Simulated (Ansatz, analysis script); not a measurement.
# FePt (Tetraferroplatinum): energy against the total moment, part 2 of 2

Wanted: E(M), the field that holds each moment, and the spin susceptibility of FePt (Tetraferroplatinum).

Ansatz 0.2.0; PBE, norm-conserving pseudopotentials.

So far. Step 9 (Total moment fixed at 4 μB): The energy is -458 meV from the state without spin, and the largest site carries 3.31 μB.

## 10. No field, tight threshold

Level of this step: Ansatz DFT, collinear, uniform magnetic field on the spins; PBE, norm-conserving (Ansatz).

A field gives a second route to the same curve. A thousand tesla shift each spin by 58 meV, and the threshold is tightened so that small induced moments are resolved.

Contents of input.yaml:

```yaml
crystal:
  lattice:
    - [2.7235, 0.0, 0.0]
    - [0.0, 2.7235, 0.0]
    - [0.0, 0.0, 3.72]
  atoms:
    - { symbol: Fe, position: [0.0, 0.0, 0.0], spin: 2.96 }
    - { symbol: Pt, position: [0.5, 0.5, 0.5] }
magnetization:
  spin_polarized: true
kpoints:
  mp_grid: { grid: [14, 14, 10] }
hamiltonian:
  xc: pbe
  pseudopotentials: { kind: nc }
scf:
  occupations: { method: fermi_dirac, width: 0.1 }
  max_iter: 120
  convergence: { dr2_threshold: 1.0e-10 }
basis:
  ecutwfc: 1224.512381
```

The run is started by

```console
$ ansatz run input.yaml --threads 1 --pin off --max-ram 2560MiB --backend cpu --events-out ev --progress --plain --runs-dir out
```

Numbers of over 12 decimals in the logs are rounded to 6 here.

The log of the run:

```text
[...]
Crystal: 2 atoms, lattice volume = 27.593 Å³
Basis set: ecut = 1224.512381 eV, 2701 PW (Γ)
Bands: 23, of which v1, the nominal top of the filled ones, is band 17 counted from 1 (16 counted from 0)
Symmetry: 16 space group operations
[...]
k-points: 216 of 1960
[...]
Starting moments: Σ|m| = 2.96 μB on 1 of 2 sites
[...]
SCF converged after 13 iterations
Magnetization: 3.2871 μB (18.6436 up, 15.3564 down)
Absolute magnetization: 3.4574 μB (∫|ρ↑−ρ↓|)
[...]
Per-site moments (μB) at R_I (Å): [(2.956634, 1.104416), (0.393280, 1.104416)]
Free energy (F): -7089.771696 eV
[...]
Internal energy: -7089.725066 eV  (E = F + TS)
E sigma→0 (E₀):  -7089.748381 eV
Entropy (-TS):   -0.046630 eV (-23.315 meV/atom)
Fermi energy:    20.706033 eV
[...]
```

Run time: 64 s. Hardware: 1 thread of Arm Neoverse V2, shared host; peak memory 0.84 GiB.

The net moment is 3.29 μB a cell.

## 11. Field of 1500 T

Edit input.yaml of step 10 so:

```diff
@@ -10,2 +10,3 @@
   spin_polarized: true
+  magnetic_field: 1500.0
 kpoints:
```

The log of the run:

```text
[...]
Crystal: 2 atoms, lattice volume = 27.593 Å³
Basis set: ecut = 1224.512381 eV, 2701 PW (Γ)
Bands: 23, of which v1, the nominal top of the filled ones, is band 17 counted from 1 (16 counted from 0)
Symmetry: 16 space group operations
[...]
k-points: 216 of 1960
[...]
Starting moments: Σ|m| = 2.96 μB on 1 of 2 sites
[...]
SCF converged after 14 iterations
Magnetization: 3.3992 μB (18.6996 up, 15.3004 down)
Absolute magnetization: 3.5477 μB (∫|ρ↑−ρ↓|)
[...]
Per-site moments (μB) at R_I (Å): [(3.018108, 1.104416), (0.431919, 1.104416)]
Free energy (F): -7090.062036 eV
[...]
Internal energy: -7090.015546 eV  (E = F + TS)
E sigma→0 (E₀):  -7090.038791 eV
Entropy (-TS):   -0.046489 eV (-23.245 meV/atom)
Fermi energy:    20.744278 eV
[...]
```

It took 66 s on 1 thread; peak memory 0.84 GiB.

The net moment is 3.40 μB a cell.

The other 2 runs of this kind were made alike; their results stand in the table below.

## 12. E(M) and M(B)

Energy less the state without spin against total moment:

```
total moment (μB/cell)  energy less the state without spin (meV/cell)
                  0.00                                              0
                  0.36                                          -14.9
                  0.73                                          -55.5
                  1.09                                           -119
                  1.46                                           -205
                  1.82                                           -311
                  2.18                                           -429
                  2.54                                           -548
                  2.91                                           -646
                  3.27                                           -692
                  3.64                                           -642
                  4.00                                           -458
```

The field that holds a moment is half the difference of the two Fermi levels over μB.

Field that holds the moment against total moment:

```
total moment (μB/cell)  field that holds the moment (T)
                  0.36                            -1358
                  0.73                            -2487
                  1.09                            -3564
                  1.46                            -4585
                  1.82                            -5396
                  2.18                            -5749
                  2.54                            -5365
                  2.91                            -3756
                  3.27                             -180
                  3.64                             5135
                  4.00                            12734
```

Site moments:

| total (μB) | Fe no. 1 (μB) | Pt no. 2 (μB) |
| --- | --- | --- |
| 0.364 | 0.3993 | -0.0181 |
| 0.727 | 0.7775 | -0.0174 |
| 1.091 | 1.15 | -0.0101 |
| 1.455 | 1.516 | 0.0022 |
| 1.818 | 1.866 | 0.0276 |
| 2.182 | 2.188 | 0.0793 |
| 2.545 | 2.473 | 0.1626 |
| 2.909 | 2.726 | 0.2694 |
| 3.273 | 2.949 | 0.3884 |
| 3.636 | 3.139 | 0.5145 |
| 4 | 3.315 | 0.6366 |

Table of total moment by field:

```
field (T)  total moment (μB/cell)
        0                    3.29
      300                    3.31
      600                    3.33
     1500                    3.40
```

A Landau fit E = a2 M² + a4 M⁴ + a6 M⁶ (meV, μB) and the Stoner form E ≈ M² (1/2N − I/4), with the slope taken at the first fixed moment:

This step gave:

| Property | Result |
| --- | --- |
| density of states at the Fermi level, no spin | 4.477 states/eV/cell, both spins, broadened by the smearing |
| Landau coefficients a2, a4, a6 | -100.5, 1.088, 0.2130 meV/μB², meV/μB^4, meV/μB^6 |
| r.m.s. miss of the Landau fit | 2.002 meV |
| Stoner parameter I | 0.8787 eV, of the cell |
| I·N/2 | 1.967 I N / 2 from the slope at the first moment; over 1: unstable to a moment |

## 13. Results

```
state of the free run                              : ferromagnetic
net moment of the free run                         : 3.29 μB
energy of the free run from the state without spin : -692 meV a cell
lowest of the fixed moments tried                  : M = 3.273 μB, -692 meV
dM/dB between 0 and 300 T                          : 0.0773 μB a cell per 1000 T
```

What this shows: At this level the system is magnetic: the free run keeps 2.96 μB on the largest site. No other order was typed. Among the fixed moments, E(M) falls 692 meV below the state without spin and is lowest near 3.273 μB on this grid. I·N/2 = 2.0 is over 1, so the state without spin is unstable to a uniform moment. The field acts on spins alone. The 15 fixed-moment and field runs took 17 min of wall time, added up. Energies are free energies at a smearing of 0.1 eV, and with partly filled levels differences shift, at times strongly, as the smearing goes to zero.

[Logs and program files are shortened in this print: banners, set-up blocks, solver, clock and traceback lines can be left out without a mark of their own.]

[Logs are printed without paths, hosts, clocks, repeated set-up lines and the standing remarks that a program may print on its own settings, such as how far it seeks lower states.]

[Hosts, paths, dates, database ids (printed as entryN), source tags and the programs' standing remarks are cut or masked in the printed files.]
